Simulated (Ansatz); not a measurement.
# Al (Fm-3m, 1 atom in the cell): the cell at rest

Task: relax Al (Fm-3m, 1 atom in the cell) tightly.

Method: DFT LDA, scalar-relativistic, plane waves, norm-conserving pseudopotentials, in Ansatz 0.2.0.

## Step 1: Set-up

It takes space group Fm-3m (No. 225, cubic). The conventional cell has a = 4.050 Å, b = 4.050 Å, c = 4.050 Å, α = 90.00°, β = 90.00°, γ = 90.00°. Nearest to Al lie 12 Al at 2.86 Å.

## Step 2: Probe on a coarse mesh

First a cheap look: the gap decides the mesh and the occupations, the pressure tells how far the cell has to move.

input.yaml

```yaml
crystal:
  lattice:
    - [0.0, 2.024805, 2.024805]
    - [2.024805, 0.0, 2.024805]
    - [2.024805, 2.024805, 0.0]
  atoms:
    - { symbol: Al, position: [0.0, 0.0, 0.0] }
kpoints:
  mp_grid: { grid: [8, 8, 8] }
hamiltonian:
  xc: lda
  pseudopotentials: { kind: nc }
scf:
  occupations: { method: gaussian, width: 0.1 }
output:
  forces: true
  stress: true
  eigenvalues: true
```

The run is started by

```console
> ansatz run input.yaml --threads 4 --pin off --max-ram 7168MiB --backend cpu --events-out ev --progress --plain --runs-dir out
```

Numbers of over 12 decimals in the logs are rounded to 6 here.

Output:

```text
Engine: ansatz 0.2.0, aarch64-unknown-linux-gnu
Pseudopotentials: kind: nc
Pseudopotential: Al, nc, valence charge 3, recommended cutoff 598.650497 eV (normal), Al.nc.azcp (PseudoDojo's, or run here from an input of PseudoDojo's: the run reads no file of this project's for it)
Functional definition: SPW92
  exchange = slater_x
  correlation = pw_c
Crystal: 1 atoms, lattice volume = 16.603 Å³
[...]
0.000000       0.000000      -3.954439
  P = ⅓ Tr σ = -3.9544 GPa (-39.544 kbar)
--- Band table (eV; the first three rows and the last of 29) ---
  k-point 0: bands = ["-3.4111", "20.1949", "20.1949", "20.1949", "21.4192", "21.4192"]
  k-point 1: bands = ["-2.9896", "15.8941", "19.1844", "19.1844", "22.2068", "22.9876"]
  k-point 2: bands = ["-1.7326", "11.0626", "18.4091", "18.4091", "21.9022", "22.1985"]
  k-point 28: bands = ["6.8346", "6.8346", "7.8769", "8.5976", "23.3386", "23.3386"]
[key lines of the parts left out:]
SCF converged after 5 iterations
Free energy (F): -64.289611 eV
Fermi energy:    7.713143 eV
```

It took 0.53 s on 4 threads of Arm Neoverse N1, shared host; peak memory 0.21 GiB; 0.68 s of CPU time.

Numbers from this step:

```yaml
pressure: -3.954 GPa
volume_per_atom: 16.60 Å³
gap_on_the_k_mesh: 0 eV
```

The coarse mesh shows no gap and a pressure of -4.0 GPa.

## Step 3: Bringing the structure to rest

Harmonic phonons are second derivatives at a point where the forces vanish, and they are wanted at zero stress, so atoms and cell are relaxed first.

input.yaml, the sections that differ from step 2:

```yaml
kpoints:
  mp_grid: { grid: [16, 16, 16] }
relax:
  adjacent_minimum: "off"
  f_tol: 0.005
  max_steps: 80
  cell: { stress_tol: 0.05 }
# crystal, hamiltonian, scf, output: as in step 2
```

Output:

```text
[...]
Crystal: 1 atoms, lattice volume = 16.603 Å³
Basis set: ecut = 598.650497 eV, 537 PW (Γ)
Bands: 6, of which v1, the nominal top of the filled ones, is band 2 counted from 1 (1 counted from 0)
Symmetry: 48 space group operations
[...]
k-points: 145 of 4096
[...]
SCF iter   1: F=—  HF=-64.325784 eV  |F-HF|=—  |Δ(HF+E_count)|=         —  Δρ=2.12e-2  dr2=7.39e-2  ethr=3.10e-3  ⟨swp⟩=5.9  Hψ=8601  notcnv=0
[...]
SCF iter   5: F=-64.300008 eV  HF=-64.300008 eV  |F-HF|=5.43e-10  |Δ(HF+E_count)|=   1.09e-8  Δρ=4.57e-6  dr2=9.81e-10  ethr=1.33e-9  ⟨swp⟩=2.5  Hψ=2355  notcnv=0
SCF 1 converged in 5 iterations: F = -64.300008 eV  dr2 = 9.81e-10
relax step   1: F+E_penalty+E_count = -64.30000759 eV  Δ(F+E_penalty+E_count) = +0.000e0 eV  max|allowed force component| = 0.000e0 eV/Å  Δτ_max = 0.0000 Å  P = -3.976 GPa  Ω = 16.603 Å³  (5 SCF iters, dr2 threshold 1.00e-7 eV, accepted)
Crystal: 1 atoms, lattice volume = 15.643 Å³
Basis set: ecut = 598.650497 eV, 531 PW (Γ)
[...]
iter 1 solved again at ethr=7.77e-6 eV; its pass at ethr=3.10e-3 eV (dr2=2.33e-4 eV) is discarded
[...]
SCF iter   4: F=-64.311083 eV  HF=-64.311083 eV  |F-HF|=1.02e-10  |Δ(HF+E_count)|=   9.33e-9  Δρ=1.10e-6  dr2=2.11e-10  ethr=1.50e-9  ⟨swp⟩=3.0  Hψ=2598  notcnv=0
SCF 2 converged in 4 iterations: F = -64.311083 eV  dr2 = 2.11e-10
relax step   2: F+E_penalty+E_count = -64.31108343 eV  Δ(F+E_penalty+E_count) = -1.108e-2 eV  max|allowed force component| = 0.000e0 eV/Å  Δτ_max = 0.0000 Å  P = +0.560 GPa  Ω = 15.643 Å³  energy of the carried Pulay correction = +5.979e-5 eV  (4 SCF iters, dr2 threshold 1.00e-7 eV, accepted)
Crystal: 1 atoms, lattice volume = 15.756 Å³
[...]
SCF iter   3: F=-64.311252 eV  HF=-64.311252 eV  |F-HF|=3.32e-10  |Δ(HF+E_count)|=   2.38e-7  Δρ=2.86e-6  dr2=1.14e-9  ethr=3.33e-9  ⟨swp⟩=4.1  Hψ=4293  notcnv=0
SCF 3 converged in 3 iterations: F = -64.311252 eV  dr2 = 1.14e-9
relax step   3: F+E_penalty+E_count = -64.31125188 eV  Δ(F+E_penalty+E_count) = -1.684e-4 eV  max|allowed force component| = 0.000e0 eV/Å  Δτ_max = 0.0000 Å  P = -0.055 GPa  Ω = 15.756 Å³  energy of the carried Pulay correction = +5.260e-5 eV  (3 SCF iters, dr2 threshold 1.00e-7 eV, accepted)
[...]
relax step   4: F+E_penalty+E_count = -64.31125431 eV  Δ(F+E_penalty+E_count) = -2.430e-6 eV  max|allowed force component| = 0.000e0 eV/Å  Δτ_max = 0.0000 Å  P = -0.001 GPa  Ω = 15.745 Å³  energy of the carried Pulay correction = +5.325e-5 eV  (2 SCF iters, dr2 threshold 7.67e-9 eV, accepted)
[...]
SCF iter   3: F=-64.311192 eV  HF=-64.311192 eV  |F-HF|=2.13e-13  |Δ(HF+E_count)|=   5.11e-9  Δρ=5.77e-8  dr2=1.30e-13  ethr=1.00e-12  ⟨swp⟩=5.7  Hψ=4566  notcnv=0
SCF 5 converged in 3 iterations: F = -64.311192 eV  dr2 = 1.30e-13
relax step   5: F+E_penalty+E_count = -64.31119218 eV  Δ(F+E_penalty+E_count) = +6.213e-5 eV  max|allowed force component| = 0.000e0 eV/Å  Δτ_max = 0.0000 Å  P = +0.003 GPa  Ω = 15.745 Å³  stress off target by 2.99e-3 GPa  SCF on the basis re-selected at this cell (its energy is not comparable with the rows above)  (3 SCF iters)
basis re-selected at this cell: Δ(F+E_penalty+E_count) = +6.213e-5 eV, ΔP = +0.004 GPa vs the last step (what re-selecting the basis moved, of the pressure what is left beyond the Pulay correction that the steps carried, after the strain that the cell walked since its last selection, with what the two solves' SCF thresholds leave and, on support functions, any second-order correction that the steps lacked; it is no measure of the basis error at this ecutwfc). This SCF's stress stands 2.99e-3 GPa from its target on what of the cell is left free (relax.cell.stress_tol is 5.00e-2 GPa) and its largest allowed force component is 0.00e0 eV/Å (relax.f_tol is 5.00e-3 eV/Å): [rest of the remark cut]
SCF converged after 3 iterations
Free energy (F): -64.311192 eV
[...]
Internal energy: -64.310032 eV  (E = F + TS)
E sigma→0 (E₀):  -64.310612 eV
Entropy (-TS):   -0.001161 eV (-1.161 meV/atom)
Fermi energy:    8.235219 eV
[...]
--- Stress (GPa, compression-positive) ---
        0.002991       0.000000       0.000000
        0.000000       0.002991       0.000000
        0.000000       0.000000       0.002991
  P = ⅓ Tr σ = 0.0030 GPa (0.030 kbar)
--- Band table (eV; the first three rows and the last of 145) ---
[...]
--- Relaxed structure (4 steps of the walk, 4 accepted, 1 SCFs on fresh bases) ---
  F+E_penalty+E_count = -64.31119218 eV   max|allowed force component| = 0.000e0 eV/Å   (the final SCF, on the basis selected at the relaxed cell)
  cell:  # Å, volume = 15.7454 Å³
    - [0, 1.989335, 1.989335]
    - [1.989335, 0, 1.989335]
    - [1.989335, 1.989335, 0]
  atoms:
    - { symbol: Al, position: [0.0, 0.0, 0.0] }
```

The job ended after 6 s (4 threads; peak memory 0.27 GiB; 14 s of CPU time).

Relaxation path:

```csv
step,energy less that of the first step (eV),largest force component (eV/Å),pressure (GPa),volume (Å³)
1,0.0000,0.0000,-3.98,16.60
2,-0.0111,0.0000,0.56,15.64
3,-0.0112,0.0000,-0.06,15.76
4,-0.0112,0.0000,0.00,15.75
5*,-0.0112,0.0000,0.00,15.75
```

Relaxation steps marked * repeat the geometry before them on a plane-wave basis chosen anew for their cell, so energy and pressure can jump there.

```csv
"conventional cell, symmetrised",before,after,change
a (Å),4.050,3.979,-1.8 %
b (Å),4.050,3.979,-1.8 %
c (Å),4.050,3.979,-1.8 %
volume (Å³/atom),16.60,15.75,-5.2 %
```

The relaxed structure:

```cif
data_structure
_symmetry_space_group_name_H-M 'P 1'
_symmetry_Int_Tables_number 1
_cell_length_a 2.8133
_cell_length_b 2.8133
_cell_length_c 2.8133
_cell_angle_alpha 60.000
_cell_angle_beta 60.000
_cell_angle_gamma 60.000
_cell_volume 15.75
loop_
_atom_site_label
_atom_site_type_symbol
_atom_site_fract_x
_atom_site_fract_y
_atom_site_fract_z
_atom_site_occupancy
Al1 Al 0.00000 0.00000 0.00000 1
```

Numbers from this step:

| Quantity | Value |
| --- | --- |
| pressure | 0.002991 GPa |
| volume per atom | 15.75 Å³ |

In this step the volume went from 16.60 to 15.75 Å³/atom.

## Step 4: Relaxing to small forces for the phonons

Phonons need a cell at rest on their own settings, so the relaxation is repeated with tight tolerances on forces and stress, using the mesh and the filling of the phonon run that follows.

input.yaml, the sections that differ from step 3:

```yaml
crystal:
  lattice:
    - [0.0, 1.9893351911, 1.9893351911]
    - [1.9893351911, 0.0, 1.9893351911]
    - [1.9893351911, 1.9893351911, 0.0]
  atoms:
    - { symbol: Al, position: [0.0, 0.0, 0.0] }
scf:
  occupations: { method: methfessel_paxton, width: 0.15 }
relax:
  adjacent_minimum: "off"
  f_tol: 0.001
  max_steps: 60
  cell: { stress_tol: 0.01 }
# kpoints, hamiltonian, output: as in step 3
```

Output:

```text
[...]
Crystal: 1 atoms, lattice volume = 15.745 Å³
Basis set: ecut = 598.650497 eV, 531 PW (Γ)
Bands: 6, of which v1, the nominal top of the filled ones, is band 2 counted from 1 (1 counted from 0)
Symmetry: 48 space group operations
[...]
k-points: 145 of 4096
[...]
0.000000      -0.000000      -0.006699
  P = ⅓ Tr σ = -0.0067 GPa (-0.067 kbar)
--- Band table (eV; the first three rows and the last of 145) ---
[...]
--- Relaxed structure (1 steps of the walk, 1 accepted, 1 SCFs on fresh bases) ---
[...]
cell:  # Å, volume = 15.7454 Å³
    - [0.0, 1.9893351911, 1.9893351911]
    - [1.9893351911, 0.0, 1.9893351911]
    - [1.9893351911, 1.9893351911, 0.0]
  atoms:
    - { symbol: Al, position: [0.0, 0.0, 0.0] }
[key lines of the parts left out:]
SCF converged after 3 iterations
Free energy (F): -64.310412 eV
Fermi energy:    8.233627 eV
```

The job ended after 2.9 s (4 threads; peak memory 0.26 GiB).

Little changed from the start: no atom moved by 0.005 Å and no cell edge by 0.1 %.

This step gave:

```yaml
pressure: -0.006699 GPa
```

The forces vanish by symmetry and the pressure is -0.007 GPa, within the tolerances set. The cell now holds 15.75 Å³/atom.

## Step 5: Outcome

```json
{"space group after relaxation (within 0.01 Å)": "Fm-3m", "lattice constant a": "3.979 Å", "lattice constant b": "3.979 Å", "lattice constant c": "3.979 Å", "volume per atom": "15.7 Å³"}
```

The forces vanish by symmetry and the pressure is -0.007 GPa, within the tolerances set. The cell now holds 15.75 Å³/atom. The relaxation keeps the symmetry of its start, so it says nothing on stability against lower symmetry.

[Logs are printed without paths, hosts, clocks, repeated set-up lines and the standing remarks that a program may print on its own settings, such as how far it seeks lower states.]

[Hosts, paths, dates, database ids (printed as entryN), source tags and the programs' standing remarks are cut or masked in the printed files.]
